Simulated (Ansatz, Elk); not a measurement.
# How far do independent atoms describe MgSn2B2?

Structure refinements treat a crystal as free atoms side by side. For a made-up structure of MgSn2B2 (cell and positions from a PBEsol relaxation) the runs below show what the calculated density changes in F(hkl).

Main program and level: Elk 11.2.3 (patched build); DFT, PBE, all-electron APW+lo, Dirac cores, scalar-relativistic bands, static density, no spin.

This account leaves out most program logs.

The structure was built from a prototype and need not be the compound's stable phase.

## (1) Starting point

It takes space group C2/m (No. 12, monoclinic). The conventional cell has a = 6.577 Å, b = 3.803 Å, c = 6.785 Å, α = 90.00°, β = 90.32°, γ = 90.00°. Nearest to Sn lie 3 B at 2.27 Å. Mg has 6 B at 2.73 to 2.74 Å nearest. B has 3 Sn at 2.27 Å and 3 Mg at 2.73 to 2.74 Å nearest. Farther neighbours are not listed.

## (2) Ground state and structure factors

An all-electron density is needed, since X-rays see the cores too. Task 0 finds the density and task 195 Fourier-transforms it; tshift is off so that phases refer to the origin typed.

Input file elk.in:

```
tasks
  0
  195

xctype
  20

spinpol
  .false.

rgkmax
  7.0

gmaxvr
  14.0

lmaxo
  7

lmaxapw
  8

swidth
  0.002

tshift
  .false.

ramdisk
  .false.

hmaxvr
  5.5

maxscl
  120

epspot
  1e-06

sppath
  './'

avec
  6.21387261078 -3.59328457013 0.07589523516
  6.21387261078 3.59328457013 0.07589523516
  -0.22899770757 0.00000000000 12.81898706009

atoms
  3
  'Sn.in'
  2
  0.6676421266 0.6676421266 0.8234685617   0.000000 0.000000 0.000000
  0.3323578734 0.3323578734 0.1765314383   0.000000 0.000000 0.000000
  'Mg.in'
  1
  0.0000000000 0.0000000000 0.5000000000   0.000000 0.000000 0.000000
  'B.in'
  2
  0.6663723862 0.6663723862 0.2597553193   0.000000 0.000000 0.000000
  0.3336276138 0.3336276138 0.7402446807   0.000000 0.000000 0.000000

ngridk
  7 7 4
```

Command:

```console
$ OMP_NUM_THREADS=4 elk
```

The job ended after 40 s (4 threads of Intel Xeon Platinum 8375C at 2.90GHz (Ice Lake), shared host; peak memory 0.21 GiB; 2.2 min of CPU time).

SFACRHO.OUT:

```text

h k l indices transformed by vhmat matrix:
   1.000000000       0.000000000       0.000000000    
   0.000000000       1.000000000       0.000000000    
   0.000000000       0.000000000       1.000000000    

      h      k      l  multipl.   |H|            Re(F)            Im(F)           |F|

      0      0      0      1   0.0000000       122.00000     -0.22904715E-16   122.00000    
      0      0     -1      2  0.49007642       30.994289     -0.21355076E-13   30.994289    
      0      0     -2      2  0.98015283      -50.271179      0.53667045E-13   50.271179    
     -1      0      0      4   1.0099362      -36.990390      -0.0000000       36.990390    
      1      1      0      2   1.0110952      -38.323265      -0.0000000       38.323265    
      1      1     -1      2   1.1211112      -87.277414      0.35260707E-13   87.277414    
      1      0     -1      4   1.1213148       32.324749     -0.28556207E-13   32.324749    
      0     -1     -1      4   1.1238083      -87.348423      0.35633180E-13   87.348423    
     -1     -1     -1      2   1.1260935       30.994256     -0.24707327E-13   30.994256    
      1      1     -2      2   1.4042140      -19.297184      0.33025874E-13   19.297184    
      0      1     -2      4   1.4053727       90.362349     -0.65555118E-13   90.362349    
      1      0      2      4   1.4093505      -20.596631     -0.41220263E-13   20.596631    
     -1     -1     -2      2   1.4121648       90.359257     -0.67541636E-13   90.359257    
      0      0     -3      2   1.4702292      -84.212691      0.10056751E-12   84.212691    
     -1      1      0      2   1.7485911       85.456192      0.25677111E-16   85.456192    
     -2     -1      0      4   1.7505994       85.403505      0.10087790E-15   85.403505    
     -1     -1      3      2   1.7796329       36.298335      0.80205693E-13   36.298335    
      0      1     -3      4   1.7813332       19.187323     -0.30791040E-13   19.187323
```

Elk indexes on the primitive cell of elk.in and gives |H| = 4π sin θ/λ in inverse bohr. Below, one row stands for each form hkl of the conventional cell (m members, Friedel mates merged), F is for one primitive cell and the density is static (no thermal factor). Free-atom factors are Waasmaier and Kirfel's, and R is Σm||F|−|F'||/Σm|F|.

| hkl | m | sin θ/λ (Å⁻¹) | abs F, DFT | neutral atoms | diff. |
| --- | --- | --- | --- | --- | --- |
| 001 | 2 | 0.074 | 30.994 | 31.027 | -0.033 |
| 002 | 2 | 0.147 | 50.271 | 49.550 | +0.721 |
| 110 | 4 | 0.152 | 36.990 | 36.564 | +0.427 |
| 200 | 2 | 0.152 | 38.323 | 37.895 | +0.428 |
| 2 0 -1 | 2 | 0.169 | 87.277 | 87.820 | -0.542 |
| 1 1 -1 | 4 | 0.169 | 32.325 | 32.746 | -0.421 |
| 111 | 4 | 0.169 | 87.348 | 87.890 | -0.541 |
| 201 | 2 | 0.169 | 30.994 | 31.412 | -0.417 |
| 2 0 -2 | 2 | 0.211 | 19.297 | 19.373 | -0.076 |
| 1 1 -2 | 4 | 0.211 | 90.362 | 90.320 | +0.042 |
| 112 | 4 | 0.212 | 20.597 | 20.673 | -0.077 |
| 202 | 2 | 0.212 | 90.359 | 90.330 | +0.029 |
| 003 | 2 | 0.221 | 84.213 | 84.358 | -0.145 |
| 020 | 2 | 0.263 | 85.456 | 85.769 | -0.313 |
| 310 | 4 | 0.263 | 85.403 | 85.716 | -0.313 |
| 2 0 -3 | 2 | 0.268 | 36.298 | 36.322 | -0.024 |
| 1 1 -3 | 4 | 0.268 | 19.187 | 19.160 | +0.027 |
| 113 | 4 | 0.269 | 35.257 | 35.270 | -0.013 |

## (3) The highest occupied states alone

An energy window below the Fermi level keeps the highest occupied states, to see at which angles they scatter; shallow core shells can lie inside it and anion s states outside. No new self-consistency is needed.

Changes to elk.in since step 2:

```diff
@@ -1,3 +1,2 @@
 tasks
-  0
   195
@@ -40,2 +39,5 @@
 
+wsfac
+  -0.098910 0.568580
+
 sppath
```

Command:

```console
$ OMP_NUM_THREADS=4 elk
```

It took 7.5 s on 4 threads; peak memory 0.16 GiB.

States within 10 eV below the Fermi level hold 14.14 electrons; any levels below the window count with the cores, and a count that is not whole means the window cuts a band. Their amplitudes can exceed the total, where window and core parts have opposite phase:

| hkl | sin θ/λ (Å⁻¹) | abs F, window | abs F, all |
| --- | --- | --- | --- |
| 001 | 0.074 | 0.528 | 30.994 |
| 002 | 0.147 | 3.834 | 50.271 |
| 110 | 0.152 | 2.110 | 36.990 |
| 200 | 0.152 | 2.120 | 38.323 |
| 2 0 -1 | 0.169 | 1.205 | 87.277 |
| 1 1 -1 | 0.169 | 1.606 | 32.325 |
| 111 | 0.169 | 1.200 | 87.348 |
| 201 | 0.169 | 1.616 | 30.994 |
| 2 0 -2 | 0.211 | 0.371 | 19.297 |
| 1 1 -2 | 0.211 | 1.116 | 90.362 |

## (4) Another functional

The difference from free atoms is small, so it is set against the change that LDA (Perdew-Wang) makes.

Changes to elk.in since step 3:

```diff
@@ -1,2 +1,3 @@
 tasks
+  0
   195
@@ -4,3 +5,3 @@
 xctype
-  20
+  3
 
@@ -39,5 +40,2 @@
 
-wsfac
-  -0.098910 0.568580
-
 sppath
```

Command:

```console
$ OMP_NUM_THREADS=4 elk
```

Run time: 28 s. Hardware: 4 threads; peak memory 0.17 GiB; 90 s of CPU time.

Against the first run R = 0.04 %; the largest change is -0.065 at 401.

## (5) Basis size

A smaller basis shows how fast F responds to it; the change is likely larger than the basis error of the first run, but doesn't show convergence.

Changes to elk.in since step 4:

```diff
@@ -5,3 +5,3 @@
 xctype
-  3
+  20
 
@@ -11,3 +11,3 @@
 rgkmax
-  7.0
+  5.5
```

Command:

```console
$ OMP_NUM_THREADS=4 elk
```

Elapsed: 30 s, on 4 threads; peak memory 0.19 GiB; 90 s of CPU time.

Against the first run R = 0.03 %; the largest change is +0.046 at 2 2 -1.

## (6) Settings against the effect

| run | R against the first run (%) | R against neutral atoms, low angle (%) | wall time |
| --- | --- | --- | --- |
| PBE, rgkmax 7 | 0.00 | 0.43 | 40 s |
| LDA (Perdew-Wang) | 0.04 | 0.43 | 28 s |
| rgkmax 5.5 | 0.03 | 0.41 | 30 s |

## (7) What came out

| Property | Result |
| --- | --- |
| R against neutral atoms, sin θ/λ < 0.3 Å⁻¹ | 0.43 % |
| R against neutral atoms, 0.3 to 0.55 Å⁻¹ | 0.16 % |

What this shows: Independent neutral atoms miss the calculated amplitudes by R = 0.43 % below 0.3 Å⁻¹ and 0.16 % from there to 0.55 Å⁻¹; by shells, 0.93 % below 0.15 Å⁻¹ (2 forms), 0.40 % 0.15 to 0.3 (21 forms), 0.17 % 0.3 to 0.45 (52 forms), 0.16 % above 0.45 (74 forms). Bonding, aspherical density and the tables' own atoms all enter these figures, and the runs don't part them. The largest change of an amplitude is +0.72 electrons, at 002. The window's part falls from 14.1 electrons at the origin to at most 0.21 between 0.45 and 0.55 Å⁻¹. Below 0.3 Å⁻¹ the changes that finished (LDA (Perdew-Wang) and rgkmax 5.5) move F by R = 0.04 % at most, against the 0.43 % that separates it from free atoms. The k-mesh has no finished test. Part of the difference isn't bonding: the tables are fits to free atoms and ions calculated by other methods than this functional. Thermal motion, anomalous dispersion and extinction are left out.

[Logs are printed without paths, hosts, clocks, repeated set-up lines and the standing remarks that a program may print on its own settings, such as how far it seeks lower states.]

[Hosts, paths, dates, database ids (printed as entryN), source tags and the programs' standing remarks are cut or masked in the printed files.]
